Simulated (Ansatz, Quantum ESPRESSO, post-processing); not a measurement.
# Ca: work function by face, part 2 of 2

Which face of Ca holds its electrons most tightly, and does packing explain the order?

Quantum ESPRESSO 7.5; plane-wave DFT, PBE, GBRV ultrasoft pseudopotentials; geometry and cross-check by Ansatz 0.2.0 with PAW datasets.

So far. Step 7 (Geometry from Ansatz of (100)): The relaxation lowers the energy by 4 meV an atom. Held were the atoms numbered 3; the forces quoted are those on the free ones. Step 11 (Potential by pp.x of (100)): On (100) the work function under PBEsol lies +0.04 eV from PBE's.

## (12) Geometry from Ansatz of (110) (continued)

Relaxation path:

```csv
step,energy less that of the first step (eV),largest force component (eV/Å)
1,0.0000,0.1264
2,-0.0148,0.0788
3,-0.0220,0.0139
4,-0.0222,0.0010
```

Forces are held to the 4 operations that the run works with; a distortion that breaks them can't arise in this run.

The atoms that moved most (Å):

```csv
atom,dx,dy,dz,length
Ca7,0.000,0.000,-0.159,0.159
Ca1,0.000,0.000,0.159,0.159
Ca6,0.000,0.000,-0.071,0.071
Ca2,0.000,0.000,0.071,0.071
```

The relaxed structure:

```cif
data_structure
_symmetry_space_group_name_H-M 'P 1'
_symmetry_Int_Tables_number 1
_cell_length_a 5.5800
_cell_length_b 3.9457
_cell_length_c 27.8370
_cell_angle_alpha 90.000
_cell_angle_beta 90.000
_cell_angle_gamma 90.000
_cell_volume 612.88
loop_
_atom_site_label
_atom_site_type_symbol
_atom_site_fract_x
_atom_site_fract_y
_atom_site_fract_z
_atom_site_occupancy
Ca1 Ca 0.00000 0.00000 0.29308 1
Ca2 Ca 0.50000 0.50000 0.36082 1
Ca3 Ca 0.00000 0.00000 0.42913 1
Ca4 Ca 0.50000 0.50000 0.50000 1
Ca5 Ca 0.00000 0.00000 0.57087 1
Ca6 Ca 0.50000 0.50000 0.63918 1
Ca7 Ca 0.00000 0.00000 0.70692 1
```

The relaxation lowers the energy by 3 meV an atom. Held were the atoms numbered 3, 4 and 5; the forces quoted are those on the free ones.

This step gave:

```
free energy                     : -12716.7085 eV
energy at zero smearing         : -12716.5569 eV
smearing term TS                : 0.3032 eV
Fermi energy                    : 1.030 eV
symmetry operations             : 4
work function of the upper face : 2.807 eV
work function of the lower face : 2.807 eV
dipole along the normal         : 1.62e-5 e·Å
```

## (13) SCF with pw.x of (110), PBE

Level of this step: plane-wave DFT, PBE, GBRV ultrasoft pseudopotentials (Quantum ESPRESSO 7.5).

110.pbe.in

```
&control
  prefix = '110.pbe'
  outdir = './out'
  pseudo_dir = './pseudo'
  calculation = 'scf'
  tprnfor = .true.
/
&system
  ibrav = 0
  nat = 7
  ntyp = 1
  ecutwfc = 40
  ecutrho = 200
  occupations = 'smearing'
  smearing = 'mv'
  degauss = 0.02
/
&electrons
  conv_thr = 1e-07
  mixing_beta = 0.4
  electron_maxstep = 120
  mixing_mode = 'local-TF'
/
ATOMIC_SPECIES
  Ca  40.0780  ca_pbe_v1.uspp.F.UPF
CELL_PARAMETERS angstrom
  5.58000000000000 0.00000000000000 0.00000000000000
  0.00000000000000 3.94565583900000 0.00000000000000
  0.00000000000000 0.00000000000000 27.83696751710000
ATOMIC_POSITIONS crystal
  Ca  0.000000000000 0.000000000000 0.293081898789
  Ca  0.500000000000 0.500000000000 0.360815817043
  Ca  0.000000000000 0.000000000000 0.429129208500
  Ca  0.500000000000 0.500000000000 0.500000000000
  Ca  0.000000000000 0.000000000000 0.570870791500
  Ca  0.500000000000 0.500000000000 0.639184179143
  Ca  0.000000000000 0.000000000000 0.706918090101
K_POINTS automatic
  6 8 1 0 0 0
```

Launch:

```console
$ OMP_NUM_THREADS=1 mpirun -n 4 pw.x -nk 2 -in 110.pbe.in > 110.pbe.out
```

Wall time 1.7 min (4 MPI ranks of Arm Neoverse V2, shared host); peak memory 1.1 GiB.

Numbers from this step:

| Property | Result |
| --- | --- |
| free energy | -7134.3932 eV |
| Fermi energy | 1.078 eV |

## (14) Potential by pp.x of (110)

110.pbe.pot.in

```
&inputpp
  prefix = '110.pbe'
  outdir = './out'
  filplot = '110.pbe.pot.dat'
  plot_num = 11
/
```

Launch:

```console
$ OMP_NUM_THREADS=1 mpirun -n 4 pp.x -in 110.pbe.pot.in > 110.pbe.pot.out
```

Elapsed: 1 s, on 4 MPI ranks; peak memory 0.19 GiB; 3.7 s of CPU time.

Read from the output:

- work function of the upper face: 2.784 eV
- slope of the potential above: 0.001864 eV/Å
- upper vacuum line continued to the top atoms, over the Fermi level: 2.774 eV
- work function of the lower face: 2.785 eV
- slope of the potential below: -0.001409 eV/Å
- lower vacuum line continued to the bottom atoms, over the Fermi level: 2.777 eV

The potential energy, planar mean oscillates, so the rows of the table below give means over windows of 1.86 Å about each position, cut where the curve ends. Its maxima inside the range that stand out by 2 % of the span (Å: eV): 9.2: -1.34, 11.0: -1.11, 12.9: -0.898, 15.0: -0.898, 16.8: -1.11, 18.7: -1.34. Its minima: 8.1: -6.24, 10.1: -5.96, 11.9: -6.04, 13.9: -6.00, 15.9: -6.04, 17.7: -5.96, 19.7: -6.24.

Electrostatic potential energy of an electron; zero at the Fermi level. Table of potential energy, planar mean by z; means over each step:

```csv
z (Å),"potential energy, planar mean (eV)"
0.93,2.79
2.79,2.78
4.65,2.74
6.51,1.66
8.37,-3.59
10.23,-3.47
12.09,-3.42
13.95,-3.39
15.81,-3.43
17.67,-3.48
19.53,-3.56
21.39,1.77
23.25,2.75
25.11,2.78
26.97,2.79
```

## (15) SCF with pw.x of (110), PBEsol

Level of this step: plane-wave DFT, PBEsol, GBRV ultrasoft pseudopotentials (Quantum ESPRESSO 7.5).

110.pbesol.in, as its differences from the input of step 13:

```diff
@@ -1,3 +1,3 @@
 &control
-  prefix = '110.pbe'
+  prefix = '110.pbesol'
   outdir = './out'
@@ -24,3 +24,3 @@
 ATOMIC_SPECIES
-  Ca  40.0780  ca_pbe_v1.uspp.F.UPF
+  Ca  40.0780  ca_pbesol_v1.uspp.F.UPF
 CELL_PARAMETERS angstrom
```

Launch:

```console
$ OMP_NUM_THREADS=1 mpirun -n 4 pw.x -nk 2 -in 110.pbesol.in > 110.pbesol.out
```

It took 1.8 min on 4 MPI ranks; peak memory 1.3 GiB.

This step gave:

- free energy: -7126.5395 eV
- Fermi energy: 1.028 eV

## (16) Electrostatic potential of (110)

110.pbesol.pot.in

```
&inputpp
  prefix = '110.pbesol'
  outdir = './out'
  filplot = '110.pbesol.pot.dat'
  plot_num = 11
/
```

Launch:

```console
$ OMP_NUM_THREADS=1 mpirun -n 4 pp.x -in 110.pbesol.pot.in > 110.pbesol.pot.out
```

Run time: 1 s. Hardware: 4 MPI ranks; peak memory 0.19 GiB; 3.7 s of CPU time.

Numbers from this step:

```
work function of the upper face                                       : 2.814 eV
slope of the potential above                                          : 0.001741 eV/Å
upper vacuum line continued to the top atoms, over the Fermi level    : 2.805 eV
work function of the lower face                                       : 2.814 eV
slope of the potential below                                          : -0.001314 eV/Å
lower vacuum line continued to the bottom atoms, over the Fermi level : 2.807 eV
```

On (110) the work function under PBEsol lies +0.03 eV from PBE's.

## (17) The series side by side

All levels:

```csv
level,work function (eV),"Ansatz, PBE (eV)",CPU time (s)
"(111), PBE",2.91,2.953,221.8
"(111), PBEsol",2.943,-,224.3
"(100), PBE",2.765,2.773,189.9
"(100), PBEsol",2.802,-,171.6
"(110), PBE",2.784,2.807,415
"(110), PBEsol",2.814,-,439.4
```

## (18) A check by hand

For (111) under PBE, on the run's own zero: φ = 4.414 − (1.504) = 2.910 eV.

## (19) Summary of results

| Item | Value |
| --- | --- |
| work function of (111), PBE | 2.91 eV |
| work function of (111), PBEsol | 2.94 eV |
| work function of (100), PBE | 2.77 eV |
| work function of (100), PBEsol | 2.80 eV |
| work function of (110), PBE | 2.78 eV |
| work function of (110), PBEsol | 2.81 eV |

**Reading.** Under PBE the work functions are 2.91 eV on (111), 2.78 eV on (110) and 2.77 eV on (100). In order of packing, from 13.48 to 22.02 Å² an atom, the faces are (111), (100) and (110). The work function doesn't follow that order throughout, though the faces out of order lie within 0.1 eV, the error of these thin slabs. PBEsol lies +0.03 to +0.04 eV from PBE on the same atoms, nearly a rigid shift. The top two spacings change by -3.7 and -1.5 % on (111), -5.0 and -2.6 % on (100) and -4.4 and -3.6 % on (110). Ansatz, with Fermi-Dirac smearing and its own datasets, agrees within 0.04 eV under PBE. The slabs are thin and unreconstructed, at the tabulated lattice constant; thickness and mesh leave some 0.05 to 0.1 eV open.

Calculation against experiment:

```
                                                                     quantity  measured       (111), PBE       (100), PBE       (110), PBE
work function, loosely compared (polycrystalline sample, no single face) (eV)      2.87  2.91 (+0.04 eV)  2.77 (-0.10 eV)  2.78 (-0.09 eV)
```

Measured values from arxiv:1902.07811 (2019).

Verdict: A polycrystal averages over faces, so this is a loose comparison.

[Logs are printed without paths, hosts, clocks, repeated set-up lines and the standing remarks that a program may print on its own settings, such as how far it seeks lower states.]

[Hosts, paths, dates, database ids (printed as entryN), source tags and the programs' standing remarks are cut or masked in the printed files.]

[Maps of the electrostatic potential energy from Ansatz leave out the sawtooth potential of an applied field or a dipole correction, so their vacuum need not be flat; planar profiles and work functions include it.]
